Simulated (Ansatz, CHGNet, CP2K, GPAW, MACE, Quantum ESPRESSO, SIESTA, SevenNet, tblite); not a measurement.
**C(110) slab, H on the bottom face, stepped (108 atoms): other programs against plane waves**

One geometry of C(110) slab, H on the bottom face, stepped (108 atoms) is solved by several programs and methods. How far do their forces lie from a plane-wave PBE run?

Results are calculated, not measured.

## 1. The cell

The cell holds 108 atoms (84 C and 24 H), with edges of 10.09, 10.70 and 14.67 Å. Recipe: diamond-structure C (a = 3.567 Å), (110) slab of 4 atomic planes, 4 x 3 surface cells, H on the broken bonds of the bottom face, 10 Å of vacuum; the top repeat layer removed from part of the cell (two steps); displaced by a Gaussian of 0.02 Å. Then every atom was moved at random, 0.03 Å r.m.s. a Cartesian component (hydrogen 0.6 of that).

## 2. The reference input

Quantum ESPRESSO 7.5: Kohn-Sham DFT, PBE, SSSP efficiency 1.3.0 pseudopotentials, plane waves. Its input, pw.in:

```
&control
  calculation = 'scf'
  pseudo_dir = './pseudo'
  outdir = './tmp'
  disk_io = 'none'
  tprnfor = .true.
/
&system
  ibrav = 0
  nat = 108
  ntyp = 2
  ecutwfc = 45
  ecutrho = 360
  nosym = .true.
  occupations = 'smearing'
  smearing = 'fd'
  degauss = 0.003675
/
&electrons
  conv_thr = 5.4e-07
  electron_maxstep = 100
  mixing_beta = 0.2
  mixing_mode = 'local-TF'
  diagonalization = 'david'
/
ATOMIC_SPECIES
C 12.011 C.upf
H 1.008 H.upf
CELL_PARAMETERS angstrom
10.08900 0.00000 0.00000
0.00000 10.70100 0.00000
0.00000 0.00000 14.67336
ATOMIC_POSITIONS crystal
C 0.87196 0.17091 0.40237
C 0.00066 0.08152 0.40105
C 0.99597 0.00215 0.48753
C 0.87532 0.25287 0.48788
[... 102 atom lines left out ...]
H 0.62335 0.89152 0.34081
H 0.75033 0.69184 0.34051
K_POINTS gamma
```

```console
$ OMP_NUM_THREADS=1 mpirun -np 4 pw.x -in pw.in > output.txt
```

The job ended after 2.8 min (4 MPI ranks of Arm Neoverse V2, shared host; peak memory 3.5 GiB).

It converged with an r.m.s. force component of 1.6 eV/Å.

## 3. What was run beside it

- CHGNet: machine-learned potential, published weights.
- CP2K 2026.2: Gaussian basis with GTH pseudopotentials and a plane-wave density; labels give functional, basis (MOLOPT sets; SR short-range, UZH the newer set with its own potentials), grid cutoff/relative cutoff and solver (OT: orbital transformation; TRS4, TC2, SIGN: linear-scaling purification with its sparsity filter), or its built-in tight binding.
- GPAW 26.7.0: PAW with atomic orbitals (LCAO), plane waves or a real-space grid of spacing h.
- MACE: machine-learned potential, published weights.
- SIESTA 5.4.2: numerical atomic orbitals, whose automatically made sets are far from complete, with PseudoDojo norm-conserving potentials that we converted to its format (checked against plane waves on the same files for H, C, O, Si, Ge and Ca alone); labels give functional, basis size, energy shift and mesh cutoff.
- SevenNet: machine-learned potential, published weights.
- tblite 0.8.0: extended tight binding, driven from Python.

All use the same cell and atoms, and the electronic-structure runs the same k-mesh.

## 4. Side by side

Differences are against the reference: forces as r.m.s. over components, share as that over the reference's r.m.s. force, slope as the fitted ratio of a run's forces to the reference's.

| run | Δ force, r.m.s. (meV/Å) | share (%) | slope | cores | CPU time | memory (GiB) |
| --- | --- | --- | --- | --- | --- | --- |
| reference | - | - | - | 4 | 11 min | 3.5 |
| CHGNet 0.3.0 potential | 604 | 38.0 | 0.773 | 1 | 8.1 s | 4.8 |
| CP2K BLYP, DZVP-MOLOPT-SR, 450/50 Ry, diagonalisation | 153 | 9.61 | 1.000 | 2 | 11 min | 2.8 |
| CP2K PBE, DZVP-UZH, 450/20 Ry, diagonalisation (coarse) | 43.3 | 2.73 | 1.012 | 4 | 11 min | 3.5 |
| CP2K PBE, DZVP-UZH, 450/50 Ry, diagonalisation | 42.3 | 2.66 | 1.013 | 4 | 19 min | 3.5 |
| CP2K PBE, TZV2P-MOLOPT, 450/50 Ry, diagonalisation | 17.3 | 1.09 | 1.000 | 4 | 2.4 h | 4.5 |
| GPAW PBE, LCAO dzp, h 0.2 Å | 190 | 12.0 | 1.009 | 2 | 4.4 min | 1.3 |
| GPAW PBE, LCAO dzp, h 0.2 Å, other mixer settings | 190 | 12.0 | 1.009 | 2 | 4.8 min | 1.2 |
| GPAW PBE, plane waves 550 eV | 10.8 | 0.677 | 1.001 | 2 | 9.2 min | 1.8 |
| GPAW revPBE, LCAO dzp, h 0.2 Å | 196 | 12.3 | 1.000 | 2 | 4.5 min | 1.2 |
| MACE MPA-0 medium potential | 547 | 34.4 | 0.718 | 1 | 9.3 s | 1.4 |
| SIESTA PBE, DZ, shift 0.01 Ry, mesh 300 Ry (coarse) | 269 | 16.9 | 1.044 | 1 | 1.9 min | 0.71 |
| SIESTA PBE, DZP, shift 0.01 Ry, mesh 150 Ry (coarse) | 222 | 14.0 | 1.019 | 2 | 2.7 min | 0.88 |
| SIESTA PBE, DZP, shift 0.01 Ry, mesh 300 Ry | 221 | 13.9 | 1.019 | 2 | 6.2 min | 1.4 |
| SIESTA PBE, DZP, shift 0.04 Ry, mesh 300 Ry (coarse) | 154 | 9.67 | 1.026 | 2 | 2.9 min | 1.1 |
| SevenNet l3i5 potential | 648 | 40.7 | 0.831 | 1 | 14 s | 2.4 |
| tblite GFN2-xTB | 319 | 20.1 | 0.967 | 1 | 5.2 s | 0.12 |

Rows marked coarse were listed beforehand as settings not expected to be converged; some can still land near the reference.

Times of the machine-learned potentials are mostly Python's start and the loading of weights.

Left out of this page: tblite IPEA1-xTB (killed or ended with an error); QE PBE, sssp-1.3.0-efficiency, 45/22 Ry (killed or ended with an error).

Runs without a result: CP2K SCC-DFTB, diagonalisation (not converged); CP2K GFN1-xTB, diagonalisation (not converged); CP2K PBE, SZV-MOLOPT-SR, 450/50 Ry, diagonalisation (cut off at its time limit).

CPU time is summed over cores on shared hosts, so it is rough.

## 5. Findings

Forces lie from 0.68 % (GPAW PBE, plane waves 550 eV) to 41 % (SevenNet l3i5 potential) of the reference's r.m.s. force of 1.6 eV/Å away from it. Other PBE runs on plane waves or a grid: GPAW PBE, plane waves 550 eV 0.68 % of the r.m.s. force; the reference has errors of its own, so differences under a few per cent don't tell which side is nearer the exact PBE result. The PBE runs in local orbitals, coarse settings apart, differ by 1.1 % (CP2K PBE, TZV2P-MOLOPT, 450/50 Ry, diagonalisation) to 14 % (SIESTA PBE, DZP, shift 0.01 Ry, mesh 300 Ry); basis, grid and potentials can all enter. Tight binding differs by 20 % (tblite GFN2-xTB); it is another model, with fitted parameters of its own, and the xTB methods hold dispersion.

Machine-learned potentials differ by 34 % (MACE MPA-0 medium potential) to 41 % (SevenNet l3i5 potential); they were trained on other programs' data. Among those trained on PBE data the slope goes as low as 0.72, which softening far from their training structures can give, though the reference's k-sampling is untested too. Rows with another functional or a dispersion term differ by 9.6 % (CP2K BLYP, DZVP-MOLOPT-SR, 450/50 Ry, diagonalisation) to 12 % (GPAW revPBE, LCAO dzp, h 0.2 Å), which mixes the change of model with differences of basis and potentials. Runs with settings chosen to be coarse differ by 2.7 % (CP2K PBE, DZVP-UZH, 450/20 Ry, diagonalisation) to 17 % (SIESTA PBE, DZ, shift 0.01 Ry, mesh 300 Ry), their programs' other errors included. In GPAW PBE, LCAO dzp, h 0.2 Å, other mixer settings the difference has nearly one length on every H (0.48 eV/Å) and points along its bond, outwards: this method prefers longer bonds, and stiff bonds to hydrogen turn a small shift into a large force. From SIESTA PBE, DZP, shift 0.01 Ry, mesh 150 Ry to the finer SIESTA PBE, DZP, shift 0.01 Ry, mesh 300 Ry the share goes from 14.0 to 13.9 %, so the grid isn't what parts these runs from the reference.

Caveats: Periodic xTB results under one method name differ between programs and library versions. Machine-learned potentials mimic data converged in k, so the reference's own k-point error enters their differences. The runs have no spin polarisation, so any moments at edges, vacancies or dangling bonds can't form. The electronic-structure runs sample only Γ, in a cell whose shortest periodic width is 10 Å, which is coarse for a cell with partly filled levels. The reference's 45/360 Ry lie under the cutoffs that SSSP recommends for H (60/480 Ry). The slab repeats along its normal with no dipole correction. Where levels are smeared, the DFT runs use Fermi–Dirac occupations at 580 K (0.05 eV), and energies are free energies. The atoms were displaced at random, and shares hang on the size of the forces that this gives. The reference's cutoffs and mesh weren't converged further here.

[Logs are printed without paths, hosts, clocks, repeated set-up lines and the standing remarks that a program may print on its own settings, such as how far it seeks lower states.]

[Hosts, paths, dates, database ids (printed as entryN), source tags and the programs' standing remarks are cut or masked in the printed files.]

[Cells were taken only where this reference lay near another plane-wave run.]
